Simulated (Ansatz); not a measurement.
# AlN (F-43m): band gap by G0W0 on HSE06, part 2 of 2

Aim: the quasiparticle gap of AlN (F-43m), starting from HSE06.

Ansatz 0.2.0; HSE06, then G0W0 on it, plane waves, PAW. Known limits of the many-body steps: finite bands, screening cutoff and k mesh; no spin-orbit coupling in G0W0.

So far. Step 2 (The starting point: HSE06): Over mesh and listed points the gap is 4.554 eV, from k = Γ to k = (-0.500, -0.500, 0.000). The least direct gap found is 5.561 eV, at k = Γ.

In doubt: masses and optical values from hybrid runs of this build are listed as unsure (step 3), which bears on the screening that GW takes from such a start.

## Step 3: One-shot GW

G0W0 replaces the xc potential by a self-energy built once from the orbitals of the start. Levels are corrected in the window of bands that the input names, at points of the mesh.

This step: G0W0 on HSE06, plane waves, PAW; PAW set soft_1.

Input file input.yaml:

```yaml
crystal:
  lattice:
    - [0.0, 2.1839935596, 2.1839935596]
    - [2.1839935596, 0.0, 2.1839935596]
    - [2.1839935596, 2.1839935596, 0.0]
  atoms:
    - { symbol: Al, position: [0.0, 0.0, 0.0] }
    - { symbol: "N", position: [0.75, 0.75, 0.75] }
kpoints:
  mp_grid: { grid: [6, 6, 6] }
hamiltonian:
  xc: hse06
  pseudopotentials: { kind: paw, azcp: { folder: soft_1 } }
scf:
  occupations: { method: fixed }
gw:
  n_empty_bands: 62
  ecut_chi: 120
  qp_bands: [v2, c2]
  qp_kpoints: band_edges
  screening: { model: contour_deformation }
```

On the command line:

```sh
> ansatz run input.yaml --threads 3 --pin off --max-ram 92160MiB --backend cuda --events-out ev --progress --plain --runs-dir out --devices 1 --max-vram 13GiB
```

Numbers of over 12 decimals in the logs are rounded to 6 here.

Output:

```text
GPUs: using 1 of 1 available (devices: 1).
[...]
GPU FFT provider: cuFFT
GPU libraries: cuBLAS 13.8.2, cuFFT 12.4.0, cuSOLVER 12.3.4
Crystal: 2 atoms, lattice volume = 20.835 Å³
Basis set: ecut = 420 eV, 411 PW (Γ)
Bands: 8, of which v1, the nominal top of the filled ones, is band 4 counted from 1 (3 counted from 0)
Symmetry: 24 space group operations
[...]
k-points: 16 of 216 (time reversal used)
[...]
GPU buffer pool allocated for 13824 grid points (all kernels)
[...]
SCF iter   1: F=—  HF=-925.657189 eV  |F-HF|=—  |Δ(HF+E_count)|=         —  Δρ=1.40e-1  dr2=4.95e0  ethr=1.00e-1  ⟨swp⟩=4.4  Hψ=502  notcnv=0
[...]
SCF iter   4: F=-924.201472 eV  HF=-924.202059 eV  |F-HF|=5.88e-4  |Δ(HF+E_count)|=   6.56e-3  Δρ=2.77e-3  dr2=7.65e-4  ethr=7.27e-4  ⟨swp⟩=2.0  Hψ=320  notcnv=0
SCF 1 stopped early in 4 iterations: F = -924.201472 eV  dr2 = 7.65e-4
[...]
GPU FFT provider: cuFFT
GPU libraries: cuBLAS 13.8.2, cuFFT 12.4.0, cuSOLVER 12.3.4
[...]
GPU buffer pool allocated for 13824 grid points (all kernels)
[...]
Frozen-core exchange: fock
SCF iter   1: F=—  HF=-924.665668 eV  |F-HF|=—  |Δ(HF+E_count)|=         —  Δρ=4.37e-3  dr2=3.75e-3  ethr=9.56e-5  ⟨swp⟩=4.6  Hψ=542  notcnv=0
[...]
SCF iter   5: F=-924.666786 eV  HF=-924.666787 eV  |F-HF|=2.62e-7  |Δ(HF+E_count)|=   2.56e-5  Δρ=7.66e-5  dr2=6.17e-7  ethr=9.47e-9  ⟨swp⟩=4.0  Hψ=499  notcnv=0
SCF 2 stopped early in 5 iterations: F = -924.666786 eV  dr2 = 6.17e-7
hybrid outer 1: dexx = +2.841e-3 eV, tail = 4.67e-6 eV
GPU FFT provider: cuFFT
GPU libraries: cuBLAS 13.8.2, cuFFT 12.4.0, cuSOLVER 12.3.4
GPU buffer pool allocated for 13824 grid points (all kernels)
[...]
Frozen-core exchange: fock
SCF iter   1: F=—  HF=-924.666771 eV  |F-HF|=—  |Δ(HF+E_count)|=         —  Δρ=1.50e-5  dr2=1.52e-8  ethr=2.92e-7  ⟨swp⟩=2.4  Hψ=330  notcnv=0
[...]
SCF iter   2: F=-924.666771 eV  HF=-924.666771 eV  |F-HF|=5.58e-9  |Δ(HF+E_count)|=   3.46e-8  Δρ=6.74e-6  dr2=6.10e-9  ethr=1.47e-10  ⟨swp⟩=4.2  Hψ=513  notcnv=0
SCF 3 converged in 2 iterations: F = -924.666771 eV  dr2 = 6.10e-9
[...]
NSCF: frozen V_eff on 16 k-points
Exchange-term sweep: 0 of 16 (spin, k) points
Exchange-term sweep: 1 of 16 (spin, k) points
Exchange-term sweep: 2 of 16 (spin, k) points
Exchange-term sweep: 3 of 16 (spin, k) points
Exchange-term sweep: 4 of 16 (spin, k) points
Exchange-term sweep: 5 of 16 (spin, k) points
Exchange-term sweep: 6 of 16 (spin, k) points
Exchange-term sweep: 7 of 16 (spin, k) points
Exchange-term sweep: 8 of 16 (spin, k) points
Exchange-term sweep: 9 of 16 (spin, k) points
Exchange-term sweep: 10 of 16 (spin, k) points
Exchange-term sweep: 11 of 16 (spin, k) points
Exchange-term sweep: 12 of 16 (spin, k) points
Exchange-term sweep: 13 of 16 (spin, k) points
Exchange-term sweep: 14 of 16 (spin, k) points
Exchange-term sweep: 15 of 16 (spin, k) points
Exchange-term sweep: 16 of 16 (spin, k) points
G₀W₀ screening: q 1/16
[... further progress lines ...]
[...]
Free energy (F): -924.666771 eV
Frozen-core exchange: fock
[...]
Internal energy: -924.666771 eV  (E = F + TS)
E sigma→0 (E₀):  -924.666771 eV
Fermi energy:    6.031893 eV
[...]
--- Band table (eV; the first three rows and the last of 16) ---
[...]
guard bands above this table: 2 of the run's 8 bands. The solve was not asked for them (output.publish_guard_bands: true or output.eigenvalues: true publishes all)
--- G₀W₀: contour deformation, 6 samples at zero and on the imaginary axis and 3 off it, 216 q-points, 62 empty bands' worth ---
  eigenvalues of the whole cell's RPA ε∞ on this k-mesh (on a slab, of 1 + 4πα/V) = 3.6814, 3.6814, 3.6814; static W/v taken at q = 0 is 0.271639
  bands read: the sum over 66 bands ends inside a degenerate multiplet in 4 slots, whose members it reads at an even weight; the widest, k=0: bands 65 to 67 (counted from 1) at 2/3 each
  gw.qp_kpoints: band_edges: 9 of 16 stored k-points solved, in 1 pass; an edge of the gap read off the rows below is read off those points alone
    valence top: of the k-points left out ik 4 came nearest to being solved in a further pass, in band 3 (counted from 1, as in the quasiparticle table): it holds the edge there only if its correction is more favourable than any solved in that band by at least 0.562 eV; those differ by 0.161 eV
    conduction bottom: of the k-points left out ik 15 came nearest to being solved in a further pass, in band 5 (counted from 1, as in the quasiparticle table): it holds the edge there only if its correction is more favourable than any solved in that band by at least 2.021 eV; those differ by 0.285 eV
    ik  band        ε_KS         Σx   Σc(E_QP)       V_xc       Z   E_QP_lin       E_QP  E_QP is
     0     3      6.0319   -21.7365     2.9414   -18.5450  0.8074     5.7815     5.7819  root
     0     4      6.0319   -21.7365     2.9414   -18.5450  0.8074     5.7815     5.7819  root
     0     5     11.5933    -9.4137    -3.7518   -13.7763  0.8377    12.2062    12.2041  root
     0     6     20.3272    -6.4318    -4.8149   -11.8987  0.8300    20.9829    20.9792  root
     1     3      5.8887   -21.7303     2.9685   -18.5016  0.8068     5.6280     5.6285  root
     1     4      5.8887   -21.7303     2.9685   -18.5016  0.8068     5.6280     5.6285  root
     1     5     13.0835    -9.6480    -3.9034   -14.2104  0.8304    13.7453    13.7427  root
     1     6     19.4112    -6.7629    -4.8086   -12.2055  0.8233    20.0486    20.0452  root
     2     3      5.6278   -21.7411     3.0216   -18.4432  0.8057     5.3509     5.3515  root
     2     4      5.6278   -21.7411     3.0216   -18.4432  0.8057     5.3509     5.3515  root
     2     5     14.5674    -8.3639    -4.2252   -13.2197  0.8329    15.2007    15.1980  root
     2     6     18.1882    -7.1648    -4.9752   -12.7221  0.8013    18.7745    18.7703  root
     3     3      5.5084   -21.7533     3.0458   -18.4251  0.8052     5.2254     5.2260  root
     3     4      5.5084   -21.7533     3.0458   -18.4251  0.8052     5.2254     5.2260  root
     3     5     14.9291    -7.7014    -4.2203   -12.5295  0.8421    15.5392    15.5369  root
     3     6     17.6678    -7.1005    -5.1112   -12.7494  0.7906    18.2096    18.2055  root
     7     3      4.0742   -20.9819     3.2107   -17.4028  0.7995     3.7046     3.7058  root
     7     4      5.4766   -21.7072     3.0398   -18.3813  0.8053     5.1899     5.1905  root
     7     5     15.5936    -7.1164    -4.4966   -12.1772  0.8198    16.1606    16.1579  root
     7     6     16.4460    -7.0008    -4.4335   -12.0164  0.8354    17.0306    17.0281  root
     8     3      4.7346   -21.1661     3.1150   -17.7100  0.8028     4.3925     4.3935  root
     8     4      5.8888   -21.8304     2.9780   -18.5958  0.8066     5.6317     5.6321  root
     8     5     14.5381    -9.2439    -4.2146   -14.1349  0.8220    15.2179    15.2145  root
     8     6     18.5236    -6.0074    -4.8005   -11.3291  0.8217    19.0475    19.0448  root
     9     3      4.5176   -21.2981     3.1793   -17.7664  0.8014     4.1641     4.1651  root
     9     4      4.5176   -21.2981     3.1793   -17.7664  0.8014     4.1641     4.1651  root
     9     5     12.1705    -6.2300    -3.8944   -10.5748  0.8445    12.6220    12.6208  root
     9     6     16.9200    -5.8747    -4.2864   -10.7165  0.8503    17.4773    17.4753  root
    10     3      3.3227   -20.5271     3.2863   -16.8303  0.7960     2.9105     2.9122  root
    10     4      4.4067   -21.3022     3.1962   -17.7492  0.8009     4.0488     4.0498  root
    10     5     12.0235    -6.1393    -3.8481   -10.4333  0.8453    12.4704    12.4693  root
    10     6     17.2217    -6.4725    -4.3549   -11.4291  0.8421    17.8259    17.8234  root
    12     3      4.1038   -21.2306     3.2455   -17.6122  0.7994     3.7298     3.7310  root
    12     4      4.1038   -21.2306     3.2455   -17.6122  0.7994     3.7298     3.7310  root
    12     5     10.5859    -5.6475    -3.6972    -9.7363  0.8521    10.9783    10.9775  root
    12     6     16.1214    -5.9422    -4.1920   -10.6816  0.8530    16.6707    16.6689  root
```

It took 22 s on 1 × NVIDIA H100 80GB HBM3 (shared by 6 runs) with 3 threads of AMD EPYC 7R13 (Zen 3), shared host; peak memory 1.1 GiB; 16 s of CPU time.

This step gave:

- bands summed: 66
- RPA ε∞ on this mesh (eigenvalues): 3.681, 3.681, 3.681
- plane waves in the screening matrix: 59
- q-points in the mesh: 216
- G0W0 gap over the corrected points: 5.196 eV
- k of the valence top: 0, 0, 0
- k of the conduction bottom: 0, -0.5, -0.5
- starting gap on the mesh: 4.554 eV
- Z at the valence top: 0.8074
- Z at the conduction bottom: 0.8521
- least direct G0W0 gap over the corrected points: 6.422 eV

Over 9 of 16 irreducible mesh points the G0W0 gap is 5.196 eV, from k = Γ to k = (0.000, -0.500, -0.500). The HSE06 gap of this run on the mesh is 4.554 eV. The two states that bound the G0W0 gap lie that far apart at the start, so the correction of the gap is 5.196 − 4.554 = +0.642 eV.

Labels follow the order of the start: v1 is the top filled band, c1 the lowest empty one; levels that stay degenerate share a row, the window can cut a multiplet, doubted levels are not marked in this list, bands outside the window were not corrected, and the list may be a part of the corrected levels. Levels before and after the correction, in eV, zero at the valence-band top of each column:

|  | conduction bottom | valence top |
| --- | --- | --- |
| HSE06 | 4.55 | 0.00 |
| G0W0 | 5.20 | 0.00 |

|  | level | occupation | energy (eV) |
| --- | --- | --- | --- |
| HSE06 | Γ v2-v1 | 2 | 0.000 |
| HSE06 | Γ c1 | 0 | 5.561 |
| HSE06 | Γ c2 | 0 | 14.295 |
| HSE06 | (0 -0.5 -0.5) v2-v1 | 2 | -1.928 |
| HSE06 | (0 -0.5 -0.5) c1 | 0 | 4.554 |
| HSE06 | (0 -0.5 -0.5) c2 | 0 | 10.089 |
| G0W0 | Γ v2-v1 | 2 | 0.000 |
| G0W0 | Γ c1 | 0 | 6.422 |
| G0W0 | Γ c2 | 0 | 15.197 |
| G0W0 | (0 -0.5 -0.5) v2-v1 | 2 | -2.051 |
| G0W0 | (0 -0.5 -0.5) c1 | 0 | 5.196 |
| G0W0 | (0 -0.5 -0.5) c2 | 0 | 10.887 |

The parts of the quasiparticle energy for the two states that bound the G0W0 gap, in eV on the run's own scale (QP = start + Σx + Σc − Vxc, with Σc at the quasiparticle energy):

| edge | k | band | start | Σx | Σc | Vxc | Z | QP |
| --- | --- | --- | --- | --- | --- | --- | --- | --- |
| valence top | Γ | 3 | 6.032 | −21.736 | 2.941 | −18.545 | 0.807 | 5.782 |
| conduction bottom | (0.000, -0.500, -0.500) | 5 | 10.586 | −5.647 | −3.697 | −9.736 | 0.852 | 10.977 |

For a hybrid start, Vxc holds its share of exact exchange.

## Step 4: The runs together

Each gap is the least one over the points named; times are wall times on shared hosts, not benchmarks. A G0W0 time includes the run's own self-consistent start. Runs with listed points see these and the mesh alone, so an edge that moves elsewhere is missed. Symmetry makes (-0.500, -0.500, 0.000) and (0.000, -0.500, -0.500) one point.

| level | mesh | files, cutoff | bands summed, screening | points | gap (eV) | valence top | conduction bottom | least direct gap (eV) | time |
| --- | --- | --- | --- | --- | --- | --- | --- | --- | --- |
| HSE06 | 6×6×6 | soft_1 PAW, 420 eV | - | mesh and listed points | 4.554 | Γ | (-0.500, -0.500, 0.000) | 5.561 | 16 s |
| G0W0@HSE06 | 6×6×6 | soft_1 PAW, 420 eV | 66, 120 eV | 9 of 16 irreducible mesh points | 5.196 | Γ | (0.000, -0.500, -0.500) | 6.422 | 22 s |

## Step 5: Results

```yaml
hse06_gap_over_mesh_and_listed_points: 4.554 eV, from k = Γ to k = (-0.500, -0.500, 0.000)
g0w0_hse06_gap_over_9_of_16_irreducible_mesh_points: 5.196 eV, from k = Γ to k = (0.000, -0.500, -0.500)
gw_settings: 6×6×6 mesh, 62 empty bands, screening to 120 eV, PAW set soft_1 files
known_limits: finite bands, screening cutoff and k mesh; no spin-orbit coupling in G0W0
```

What this shows: Over 9 of 16 irreducible mesh points the G0W0 gap is 5.196 eV, from k = Γ to k = (0.000, -0.500, -0.500). The HSE06 gap of this run on the mesh is 4.554 eV. The two states that bound the G0W0 gap lie that far apart at the start, so the correction of the gap is 5.196 − 4.554 = +0.642 eV. The valence state moves by 5.782 − 6.032 = −0.250 eV and the conduction state by 10.977 − 10.586 = +0.391 eV, on the run's own scale; how far single levels stand from their limit in bands is not shown. Both edges that HSE06 shows over mesh and listed points lie at k points where levels were corrected. Levels at other points were not corrected, so a lower G0W0 gap elsewhere in the zone is not ruled out. No second run with other bands and screening cutoff is shown, so the distance to the basis limit is not known. On another start, G0W0@PBE runs of this series (6×6×6 mesh, soft_1 PAW; not shown as steps) give 4.276 eV with 25 bands and 60 eV, 4.580 eV with 66 bands and 120 eV and 4.777 eV with 137 bands and 200 eV. G0W0 on other starts in this series, not shown as steps and not all at these settings: 4.580 eV on PBE (6×6×6, soft_1 PAW, 66 bands, 120 eV) and 5.397 eV on PBE0 (6×6×6, soft_1 PAW, 66 bands, 120 eV). The G0W0 runs are scalar-relativistic. No pair of G0W0 runs that differ in the mesh alone is shown (6×6×6 is a supercell whose nearest images lie 19 Å apart), so the error from the mesh is not known here. G0W0 is shown with one set of atomic data (soft_1 PAW), so the error from the files is not known here.

[Paths, hosts, dates, memory and timing lines, banners, echoed tables and standing remarks are left out of the program output.]

[Logs are printed without paths, hosts, clocks, repeated set-up lines and the standing remarks that a program may print on its own settings, such as how far it seeks lower states.]

[Runs of the session that timed out or met a known fault of the program may be left out.]

[Cells called generated may have been cut or substituted from an entry of the Crystallography Open Database or the Materials Project.]

[Hosts, paths, dates, database ids (printed as entryN), source tags and the programs' standing remarks are cut or masked in the printed files.]

[Where an RPA ε∞ is given, it is that of the G0W0 mesh and is not shown converged in it. Names of k-points follow the symmetry that the program found, which can be lower than the space group named. Band edges on a path are those of the sampled points; other points can move an edge, and change direct to indirect where valleys lie close.]

[Hybrid gaps are those of their k-mesh and are not shown converged in it.]
